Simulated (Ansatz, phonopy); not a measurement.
# BiN (hypothetical, Fm-3m): phonons against volume, part 4 of 4

Which modes of BiN (hypothetical) drive its thermal expansion? The crystal structure is hypothetical: it was made by swapping elements on a known structure type.

Ansatz 0.2.0; DFT PBEsol, scalar-relativistic, plane waves, PAW.

So far. Step 13 (Lattice dynamics at this volume, V/V0 1.03): The lowest solved frequency is -222 cm⁻¹, so the cell is unstable here and gives no valid free energy. Step 14 (Single point at a scaled cell, V/V0 0.97): The run ends at a pressure of 4.50 GPa.

### 15. Lattice dynamics at this volume, V/V0 0.97

The same q-mesh and k-mesh are kept at every volume, so that much of their error can cancel in the differences.

Contents of input.yaml:

```yaml
crystal:
  lattice:
    - [1.778515047, 1.0268275523, 2.9043024111]
    - [-1.778515047, 1.0268275523, 2.9043024111]
    - [0.0, -2.0536508712, 2.9043039078]
  atoms:
    - { symbol: Bi, position: [0.5, 0.5, 0.5] }
    - { symbol: "N", position: [0.0, 0.0, 0.0] }
kpoints:
  mp_grid: { grid: [12, 12, 12] }
hamiltonian:
  xc: pbesol
scf:
  occupations: { method: gaussian, width: 0.01 }
output:
  eigenvalues: true
phonons:
  method: dfpt
  qmesh: [4, 4, 4]
  temperatures: { t_max: 1000, t_step: 50 }
  qpath:
    path:
      - [[0.0, 0.0, 0.0], [0.5, 0.5, 0.0], [0.625, 0.375, 0.0]]
      - [[0.375, 0.0, -0.375], [0.0, 0.0, 0.0], [0.5, 0.0, 0.0], [0.5, 0.25, -0.25], [0.5, 0.5, 0.0]]
    npoints: 10
```

Run with:

```console
$ ansatz run input.yaml --threads 4 --pin off --max-ram 8192MiB --backend cpu --events-out ev --progress --plain --runs-dir out
```

Numbers of over 12 decimals in the logs are rounded to 6 here.

Output:

```text
[...]
Crystal: 2 atoms, lattice volume = 31.823 Å³
Basis set: ecut = 420 eV, 609 PW (Γ), exchange–correlation on 48×48×48 points (8 copies of the dense FFT grid, shifted against one another)
Bands: 14, of which v1, the nominal top of the filled ones, is band 10 counted from 1 (9 counted from 0)
Symmetry: 48 space group operations
k-points: 72 of 1728
[...]
k-point 71: bands = [... 6 lower, 3.7135, 7.9472, 7.9472, 13.3210, 16.4134, 18.5181, 18.5181, 24.5532]
[...]
ASR residual: 4.256e-5 → 0.000e0 eV/Å²; symmetrization residual: 5.074e-7 eV/Å²
  ASR residual per site (eV/Å²): 4.26e-5 5.21e-7
  Γ frequencies (cm⁻¹): -182.97 -182.97 -182.97 0.00 0.00 0.00
--- Phonons (arbitrary-q DFPT): 8 irreducible q on the 4×4×4 mesh ---
[...]
interpolated dispersion: 62 rows × 6 modes
[...]
[key lines of the parts left out:]
SCF converged after 8 iterations
Free energy (F): -12619.138714 eV
Fermi energy:    14.126030 eV
```

Wall time 2.7 min (4 threads of Intel Xeon 6975P-C (Granite Rapids), shared host); peak memory 2.2 GiB.

No LO-TO term. Phonon branches along the path, in cm⁻¹:

```csv
point,branch 1,branch 2,branch 3,branch 4,branch 5,branch 6
Γ,-183,-183,-183,0,0,0
halfway,-85,-85,68,68,116,340
X,-120,-120,-114,93,93,150
halfway,-94,35,81,128,152,152
U,-70,69,115,146,246,293
jump to K,-70,69,115,146,246,293
halfway,47,60,126,132,310,394
Γ,-183,-183,-183,0,0,0
halfway,42,42,114,276,276,381
L,65,65,166,354,354,421
halfway,71,82,147,247,287,388
W,-94,-94,103,122,122,337
halfway,-92,-56,87,117,147,244
X,-120,-120,-114,93,93,150
```

The phonon branches as a text plot (rows in cm⁻¹):

```
    415 |                                    ********
    390 |                    ****           *        **
    364 |                   *    *              ***    **
    339 |    ***           * ***              **  ***    ***
    313 |       *           *   *          * *      **      *
    288 |   *             **      **        *        **      *
    262 |        *       *       *
    237 |                **               *           **
    211 |         **    *         **       *           *      *
    186 |  *            *           *                   *
    161 |           ******                     *******  *     ***
    135 |       *      *  ********        *  **       **** ***
    110 |    *** ***  * *** **** ***     *  *            *******
     84 |   *   ********          ***     **        *****   *** *
     59 |  *****        **********  *    *   ************
     33 | **           *         *   *  ** **
      8 |*                        ** ****
    -18 |                                 *
    -43 |           *               *                        * *
    -68 |   ***         *******                          *  * *
    -94 |      *****  **            *    *                *******
   -119 | **        ***              *                         **
   -145 |                            *  *
   -170 |**                          ****
         Γ           X  U|K            Γ         L        W     X
```

The lowest solved frequency is -183 cm⁻¹, so the cell is unstable here and gives no valid free energy.

### 16. Single point at a scaled cell, V/V0 1.05

Symmetry fixes every atom, so a single point at the scaled cell gives the energy and pressure of this member.

The cell differs from the one that the last finished run ended in (a 3.557 → 3.652 Å, b 3.557 → 3.652 Å, c 3.557 → 3.652 Å).

input.yaml, the sections that differ from step 15:

```yaml
crystal:
  lattice:
    - [1.8261221372, 1.0543135564, 2.9820494811]
    - [-1.8261221372, 1.0543135564, 2.9820494811]
    - [0.0, -2.1086227661, 2.9820510179]
  atoms:
    - { symbol: Bi, position: [0.5, 0.5, 0.5] }
    - { symbol: "N", position: [0.0, 0.0, 0.0] }
output:
  forces: true
  stress: true
  eigenvalues: true
  write_density: true
  write_potential: true
  elf: true
  volumetric_format: npy
# kpoints, hamiltonian, scf: as in step 15
# phonons: removed
```

Output:

```text
[...]
Crystal: 2 atoms, lattice volume = 34.448 Å³
Basis set: ecut = 420 eV, 645 PW (Γ), exchange–correlation on 50×50×50 points (8 copies of the dense FFT grid, shifted against one another)
Bands: 14, of which v1, the nominal top of the filled ones, is band 10 counted from 1 (9 counted from 0)
Symmetry: 48 space group operations
[...]
--- Band table (eV; the first three rows and the last of 72) ---
  k-point 0: bands = [... 6 lower, 5.1612, 10.3871, 10.3871, 10.3871, 18.5656, 18.5656, 18.5656, 21.3934]
  k-point 1: bands = [... 6 lower, 4.9262, 10.4133, 10.4133, 10.5232, 17.6992, 18.2045, 18.2045, 20.6623]
  k-point 2: bands = [... 6 lower, 4.2977, 10.4919, 10.4919, 10.8467, 16.1611, 17.3892, 17.3892, 20.3290]
  k-point 71: bands = [... 6 lower, 2.3484, 7.0239, 7.0239, 11.8664, 14.6492, 16.8561, 16.8561, 22.6894]
[key lines of the parts left out:]
SCF converged after 6 iterations
Free energy (F): -12619.119948 eV
Fermi energy:    12.496433 eV
P = ⅓ Tr σ = -6.0106 GPa (-60.106 kbar)
```

The job ended after 1 s (4 threads; peak memory 0.37 GiB).

The run ends at a pressure of -6.01 GPa.

### 17. Lattice dynamics at this volume, V/V0 1.05

Phonons at this volume give one point of F(V, T); meshes stay fixed along the series.

Contents of input.yaml:

```yaml
crystal:
  lattice:
    - [1.8261231641, 1.0543141493, 2.9820461274]
    - [-1.8261231641, 1.0543141493, 2.9820461274]
    - [0.0, -2.1086239518, 2.9820476642]
  atoms:
    - { symbol: Bi, position: [0.5, 0.5, 0.5] }
    - { symbol: "N", position: [0.0, 0.0, 0.0] }
kpoints:
  mp_grid: { grid: [12, 12, 12] }
hamiltonian:
  xc: pbesol
scf:
  occupations: { method: gaussian, width: 0.01 }
output:
  eigenvalues: true
phonons:
  method: dfpt
  qmesh: [4, 4, 4]
  temperatures: { t_max: 1000, t_step: 50 }
  qpath:
    path:
      - [[0.0, 0.0, 0.0], [0.5, 0.5, 0.0], [0.625, 0.375, 0.0]]
      - [[0.375, 0.0, -0.375], [0.0, 0.0, 0.0], [0.5, 0.0, 0.0], [0.5, 0.25, -0.25], [0.5, 0.5, 0.0]]
    npoints: 10
```

Output:

```text
[...]
Crystal: 2 atoms, lattice volume = 34.448 Å³
Basis set: ecut = 420 eV, 645 PW (Γ), exchange–correlation on 50×50×50 points (8 copies of the dense FFT grid, shifted against one another)
Bands: 14, of which v1, the nominal top of the filled ones, is band 10 counted from 1 (9 counted from 0)
Symmetry: 48 space group operations
k-points: 72 of 1728
[...]
k-point 71: bands = [... 6 lower, 2.3484, 7.0239, 7.0239, 11.8664, 14.6492, 16.8561, 16.8561, 22.6894]
[...]
ASR residual: 2.771e-5 → 0.000e0 eV/Å²; symmetrization residual: 4.248e-7 eV/Å²
  ASR residual per site (eV/Å²): 4.68e-7 2.77e-5
  Γ frequencies (cm⁻¹): -231.99 -231.99 -231.99 0.00 0.00 0.00
--- Phonons (arbitrary-q DFPT): 8 irreducible q on the 4×4×4 mesh ---
[...]
interpolated dispersion: 62 rows × 6 modes
[...]
[key lines of the parts left out:]
SCF converged after 8 iterations
Free energy (F): -12619.119948 eV
Fermi energy:    12.496445 eV
```

The job ended after 3.4 min (4 threads; peak memory 2.4 GiB).

No LO-TO term. The phonon branches at the labelled points (cm⁻¹):

| point | branch 1 | branch 2 | branch 3 | branch 4 | branch 5 | branch 6 |
| --- | --- | --- | --- | --- | --- | --- |
| Γ | -232 | -232 | -232 | 0 | 0 | 0 |
| halfway | -160 | -160 | 68 | 68 | 95 | 300 |
| X | -176 | -176 | -175 | 95 | 95 | 153 |
| halfway | -161 | -116 | -68 | 110 | 124 | 155 |
| U | -144 | 39 | 101 | 149 | 195 | 252 |
| jump to K | -144 | 39 | 101 | 149 | 195 | 252 |
| halfway | -91 | 28 | 100 | 110 | 256 | 351 |
| Γ | -232 | -232 | -232 | 0 | 0 | 0 |
| halfway | 21 | 21 | 103 | 218 | 218 | 338 |
| L | 51 | 51 | 149 | 301 | 301 | 378 |
| halfway | 48 | 59 | 132 | 198 | 241 | 344 |
| W | -151 | -151 | 89 | 128 | 128 | 292 |
| halfway | -157 | -138 | 68 | 118 | 151 | 194 |
| X | -176 | -176 | -175 | 95 | 95 | 153 |

The phonon branches as a text plot (rows in cm⁻¹):

```
    373 |                                    ********
    347 |                    ****           *        **
    322 |                   *    *                     **
    296 |    ***           *                   ******    ***
    270 |       *           ****           * **     **      *
    244 |   *    *        **    * **                 **      *
    219 |                *       *          *
    193 |         **      *               *           **
    167 |           *  ***                             **
    141 |            ** ****      **       *  ********* ** ******
    116 |              *   ******           **         *  *****
     90 |  * **********  **    ***  *      *            ****** **
     64 |   ****        *         **     **       *****
     38 |  *              *******   **   *   ******   **      *
     13 |**              *           ****   *          *
    -13 |                        *
    -39 |         **              **       *            *
    -65 |              **                               *
    -90 |                       **        *
   -116 |              *       *  **     *
   -142 |    **     *   *******     *                    *******
   -168 |   *  *********            *    *                  *****
   -193 | **                         *  *
   -219 |**                          ****
         Γ           X  U|K            Γ         L        W     X
```

The lowest solved frequency is -232 cm⁻¹, so the cell is unstable here and gives no valid free energy.

### 18. Mode Grüneisen parameters

This step: DFT PBEsol, scalar-relativistic, plane waves, PAW (phonopy 4.10.0).

Volume series, by row:

| V/V0 | V (Å³/atom) | pressure (GPa) | E - E0 (meV/atom) | gap (eV) | zero-point energy (meV/atom) | lowest on the path (cm⁻¹) | highest at Gamma without the LO-TO term (cm⁻¹) |
| --- | --- | --- | --- | --- | --- | --- | --- |
| 0.97 | 15.91 | 4.498 | 6.703 | 0.224 | - | -183 | 0 |
| 0.985 | 16.16 | 2.155 | 1.624 | 0.209 | - | -194.1 | 0 |
| 1 | 16.4 | 0 | 0 | 0.195 | - | -204.1 | 0 |
| 1.015 | 16.65 | -1.983 | 1.527 | 0.181 | - | -213.3 | 0 |
| 1.03 | 16.9 | -3.806 | 6.003 | 0.168 | - | -221.7 | 0 |
| 1.05 | 17.22 | -6.011 | 16.09 | 0.151 | - | -232 | 0 |

Table of optical frequency at Gamma without the LO-TO term, mode 1 by V/V0:

| V/V0 | optical frequency at Gamma without the LO-TO term, mode 1 (cm⁻¹) |
| --- | --- |
| 0.9700 | -183 |
| 0.9850 | -194 |
| 1.0000 | -204 |
| 1.0150 | -213 |
| 1.0300 | -222 |
| 1.0500 | -232 |

### 19. What came out

```json
{
  "lowest frequency over the volumes": "-232 cm⁻¹"
}
```

The relaxation moved the crystal from R-3m to Fm-3m; the results are of the latter. Imaginary modes appear at V/V0 = 0.97, 0.985, 1, 1.015, 1.03 and 1.05, so too few stable volumes remain for a free-energy fit. Mode Grüneisen parameters diverge near a vanishing branch and are not given. The softest solved mode at V/V0 = 1.05 is 232i cm⁻¹ at q = (0, 0, 0), and 5 of 8 solved wavevectors carry a mode beyond 8i cm⁻¹. The program warned that a few bands missed the eigensolver's threshold in at least one of the runs. The PAW files were made for PBE and are used here under another functional, for which the program regenerates the frozen cores.

[Logs are printed without paths, hosts, clocks, repeated set-up lines and the standing remarks that a program may print on its own settings, such as how far it seeks lower states.]

[Hosts, paths, dates, database ids (printed as entryN), source tags and the programs' standing remarks are cut or masked in the printed files.]

[A step with changed settings may run another functional than the one named; its input shows which.]


